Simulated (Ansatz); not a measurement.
# How thick a slab does the work function of Li need?

Slabs of Li from 1 to 13 layers are run on 3 faces. From which thickness on does the work function stay within 0.05 eV of the thickest slab's, and does that depend on the face?

Set-up. Ansatz 0.2.0, plane waves with PAW datasets (its set soft_2), PBE; symmetric slabs at bulk places and the tabulated experimental lattice constant, 18 Å of vacuum, one k-mesh a face (spacing 0.16 Å⁻¹, 2π included), Fermi-Dirac smearing of 0.1 eV.

The runs side by side:

```tsv
layers	Li(100) (eV)	Li(110) (eV)	Li(111) (eV)
1	3.239	3.318	3.076
2	3.042	3.383	2.916
3	2.929	3.340	2.909
4	3.098	3.301	3.041
5	2.964	3.273	2.845
6	3.036	3.255	2.955
7	3.036	3.254	-
8	2.990	3.255	2.849
10	3.005	3.258	2.951
11	-	-	2.887
13	3.009	3.259	2.930
```

**Reading.** Within 0.05 eV of the 13-layer value: Li(100) from 5 layers on, Li(110) from 4 layers on and Li(111) from 10 layers on. In length between the outer atoms these thicknesses are 7.0 Å, 7.4 Å and 9.1 Å. From four layers on the values span 0.047 to 0.196 eV, most on Li(111). Thirteen layers cost about 4 to 6 times the CPU time of four.

**Limits.** The 13-layer slab is the reference and is itself not proved converged. Thicknesses missing from the table have no sound run at this vacuum, and where values alternate they could fall outside the band. The smearing damps swings with thickness. The slabs are unrelaxed and unreconstructed, and the CPU ratio is rough.

[Logs are printed without paths, hosts, clocks, repeated set-up lines and the standing remarks that a program may print on its own settings, such as how far it seeks lower states.]
